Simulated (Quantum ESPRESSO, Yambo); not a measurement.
# SnO2 (Cassiterite): G0W0 on several meshes in Yambo, part 2 of 2

How does the mesh move the gap of SnO2 (Cassiterite)?

Quantum ESPRESSO 7.5 and Yambo 5.3.0; PBE and many-body steps on it, plane waves. Known limits of the many-body steps: not at the basis limit; no spin-orbit coupling; coarse k mesh.

So far. Step 5 (Empty states on the mesh, 2×2×4 mesh, 88 bands): On this mesh the gap is 1.289 eV. Step 7 (2×2×4): Against G0W0 in Yambo (2×2×2 mesh, 88 bands, screening to 115.6 eV, Godby-Needs plasmon pole), the gap moves by +0.153 eV.

**8. Empty states on the mesh, 4×4×6 mesh, 88 bands**

This step: Quantum ESPRESSO 7.5; DFT, PBE, plane waves, norm-conserving pseudopotentials.

Contents of pw.in:

```
&control
  calculation = 'nscf'
  prefix = 'x'
  outdir = 'o'
  pseudo_dir = 'pseudo'
/
&system
  ibrav = 0
  nat = 6
  ntyp = 2
  ecutwfc = 84.0
  nbnd = 88
  force_symmorphic = .true.
/
&electrons
  conv_thr = 1e-9
  electron_maxstep = 80
  diago_full_acc = .true.
  diago_thr_init = 5e-6
/
ATOMIC_SPECIES
  Sn 118.71 Sn.upf
  O 15.999 O.upf
CELL_PARAMETERS angstrom
  4.7380000000 0.0000000000 0.0000000000
  0.0000000000 4.7380000000 0.0000000000
  0.0000000000 0.0000000000 3.1865000000
ATOMIC_POSITIONS crystal
  Sn 0.0000000000 0.0000000000 0.0000000000
  Sn 0.5000000000 0.5000000000 0.5000000000
  O 0.3071000000 0.3071000000 0.0000000000
  O 0.1929000000 0.8071000000 0.5000000000
  O 0.6929000000 0.6929000000 0.0000000000
  O 0.8071000000 0.1929000000 0.5000000000
K_POINTS automatic
  4 4 6 0 0 0
```

Command:

```
> OMP_NUM_THREADS=1 mpirun -n 8 pw.x -nk 4 -in pw.in > pw.out
```

What it wrote:

```text
[banner, memory and clock lines left out]
Program PWSCF v.7.5 starts

     Atomic positions and unit cell read from directory:
     o/x.save/

     Message from routine setup:
     using ibrav=0 with symmetry is DISCOURAGED, use correct ibrav instead

     bravais-lattice index     =            0
     lattice parameter (alat)  =       8.9535  a.u.
     unit-cell volume          =     482.7259 (a.u.)^3
     number of atoms/cell      =            6
     number of atomic types    =            2
     number of electrons       =        68.00
[...]
k = 0.0000 0.0000 0.2478 (  6277 PWs)   bands (ev):

  -116.6530-116.6530 -72.4821 -72.4821 -72.4386 -72.4386 -72.4354 -72.4352
[...]
k = 0.0000 0.0000 0.4956 (  6270 PWs)   bands (ev):

  -116.6529-116.6528 -72.4819 -72.4819 -72.4385 -72.4385 -72.4376 -72.4374
[...]
44.1950  45.6552  46.3481  46.3481  47.8520  48.2856  48.8976  48.8976
    50.1639  50.1812  50.1812  51.2815  52.5337  52.5337  53.6622  53.8348

          k = 0.0000 0.0000-0.7434 (  6274 PWs)   bands (ev):

     [... further k-points ...]

     highest occupied, lowest unoccupied level (ev):    11.2481   12.5370

     XML data file, pseudopotentials, collected wavefunctions
```

Elapsed: 14 s, on 8 MPI ranks of Arm Neoverse V2, shared host; peak memory 0.58 GiB; 1.8 min of CPU time.

Numbers from this step:

```
gap                                                           : 1.289 eV
k of the valence top                                          : 0, 0, 0
k of the conduction bottom                                    : 0, 0, 0
least direct gap                                              : 1.289 eV
k points computed                                             : 28
lowest point of the top converged band, above the valence top : 40.42 eV
```

On this mesh the gap is 1.289 eV.

**9. Conversion and set-up**

This step: Yambo 5.3.0; conversion and set-up on PBE, plane waves, norm-conserving pseudopotentials.

Command:

```
> (cd o/x.save; p2y > p2y.log; mv SAVE ../..); yambo > setup.log
```

What it wrote:

```text
 Yambo, version 5.3.0

 [02] CORE Variables Setup
 =========================

  [02.01] Unit cells
  ==================

  Cell kind             :  Unknown
  Atoms in the cell     :  Sn  O
  number of Sn atoms    :  2
  number of O  atoms    :   4

  List of atomic masses
  Mass of Sn    :  118.7100
  Mass of O     :  15.99900

  List of atomic coordinates    : [cc]
  Sn1       :  0.000000  0.000000  0.000000  order 1
  Sn2       :  4.476761  4.476761  3.010806  order 2
  O1       :  2.749627  2.749627  0.000000  order 3
  O2       :  1.727134  7.226388  3.010806  order 4
[...]
K/Q-points units:
 rlu = crystal or reduced units; cc = cartesian coordinates; iku = interal k-units

 Q [ 1]         [rlu]:  0.000000  0.000000  0.000000
 Q [ 2]         [rlu]:  0.000000  0.000000  0.166667
 Q [ 3]         [rlu]:  0.000000  0.000000  0.333333
[...]
Q [ 8]         [rlu]:  0.000000  0.250000 -0.500000
 Q [ 9]         [rlu]:  0.000000 -0.500000  0.000000
 Q [10]         [rlu]:  0.000000 -0.500000  0.166667
     [... 16 further rows ...]
 Q [27]         [rlu]: -0.250000  0.250000 -0.333333
 Q [28]         [rlu]: -0.250000  0.250000  0.500000

  [03.01] X indexes
  =================

   [03.01.01] Sigma indexes
   ========================

 [06] Game Over & Game summary
```

It took 3 s on 1 MPI rank; peak memory 0.26 GiB.

**10. 4×4×6**

This step: G0W0 on PBE, plane waves, norm-conserving pseudopotentials.

Contents of gw15.in:

```
HF_and_locXC
gw0
dyson
ppa
em1d
rim_cut
RandQpts= 1000000
RandGvec= 1 RL
EXXRLvcs= 84 Ry
VXCRLvcs= 336 Ry
Chimod= "HARTREE"
% BndsRnXp
 1 | 88 |
%
NGsBlkXp= 8.5 Ry
% LongDrXp
 1 | 1 | 1 |
%
% GbndRnge
 1 | 88 |
%
DysSolver= "n"
ExtendOut
PPAPntXp= 27.21138 eV
% QPkrange
 1 | 1 | 33 | 36 |
%
```

Command:

```
> OMP_NUM_THREADS=2 mpirun -n 4 yambo -F gw15.in -J gw15 -C gw15 > gw15.log
```

What it wrote:

```text
 Yambo, version 5.3.0

 [02] CORE Variables Setup
 =========================

  [... cell, symmetries and grids as in the set-up ...]

  [02.05] Energies & Occupations
  ==============================

  [X] === General ===
  [X] Electronic Temperature                        :  0.000000  0.000000 [eV K]
  [X] Bosonic    Temperature                        :  0.000000  0.000000 [eV K]
  [X] Finite Temperature mode                       : no
  [X] El. density                                   :  0.95062E+24 [cm-3]
[...]
Sx RL components                                 :   6281

   QP @ state[ 1 ] K range                          :  1  1
   QP @ state[ 1 ] b range                          :   33   36
   GF energies kind                                 : Perdew, Burke & Ernzerhof(X)+Perdew, Burke & Ernzerhof(C)
   GF WF`s kind                                     : Perdew, Burke & Ernzerhof(X)+Perdew, Burke & Ernzerhof(C)
   Xs energies kind                                 : Perdew, Burke & Ernzerhof(X)+Perdew, Burke & Ernzerhof(C)
   Xs WF`s kind                                     : Perdew, Burke & Ernzerhof(X)+Perdew, Burke & Ernzerhof(C)

 [11] Game Over & Game summary
```

Elapsed: 3.2 min, on 4 MPI ranks; peak memory 4.9 GiB.

This step gave:

| Quantity | Value |
| --- | --- |
| G0W0 gap on the points computed | 2.785 eV |
| starting gap on the mesh | 1.289 eV |
| k of the valence top | 0, 0, 0 |
| k of the conduction bottom | 0, 0, 0 |
| least direct G0W0 gap on the computed points | 2.785 eV |

Against G0W0 in Yambo (2×2×2 mesh, 88 bands, screening to 115.6 eV, Godby-Needs plasmon pole), the gap moves by +0.238 eV.

**11. Side by side**

Times are wall times on 4 MPI ranks of Arm Neoverse V2, shared host, good to a factor of about two.

| run | mesh | bands | screening cutoff (eV) | DFT gap (eV) | gap on the mesh (eV) | direct (eV) | time |
| --- | --- | --- | --- | --- | --- | --- | --- |
| 2×2×2 | 2×2×2 | 88 | 115.6 | 1.289 | 2.547 | 2.547 | 7.4 s |
| 2×2×4 | 2×2×4 | 88 | 115.6 | 1.289 | 2.700 | 2.700 | 15 s |
| 4×4×6 | 4×4×6 | 88 | 115.6 | 1.289 | 2.785 | 2.785 | 3.2 min |

**12. Outcome**

```json
{"2×2×2": "2.547 eV", "2×2×4": "2.700 eV", "4×4×6": "2.785 eV", "known limits": "not at the basis limit; no spin-orbit coupling; coarse k mesh"}
```

2×2×4: +0.153 eV against 2×2×2. 4×4×6: +0.238 eV against 2×2×2. Bands and cutoff are finite, so the gap is not at the basis limit. The miss can reach some tenths of an eV and take either sign; the mesh is an error of its own. In the G0W0 runs levels were corrected at 1 k point alone, so a gap called «on the mesh» is the least over those, and an edge elsewhere would be missed. The 2×2×2 mesh is coarse for this cell, which bears on the long-range parts of exchange and screening. The many-body steps are scalar-relativistic: spin-orbit coupling is not in them.

[Paths, hosts, dates, memory and timing lines, banners, echoed tables and standing remarks are left out of the program output.]

[Logs are printed without paths, hosts, clocks, repeated set-up lines and the standing remarks that a program may print on its own settings, such as how far it seeks lower states.]

[Runs of the session that timed out or met a known fault of the program may be left out.]

[Hosts, paths, dates, database ids (printed as entryN), source tags and the programs' standing remarks are cut or masked in the printed files.]
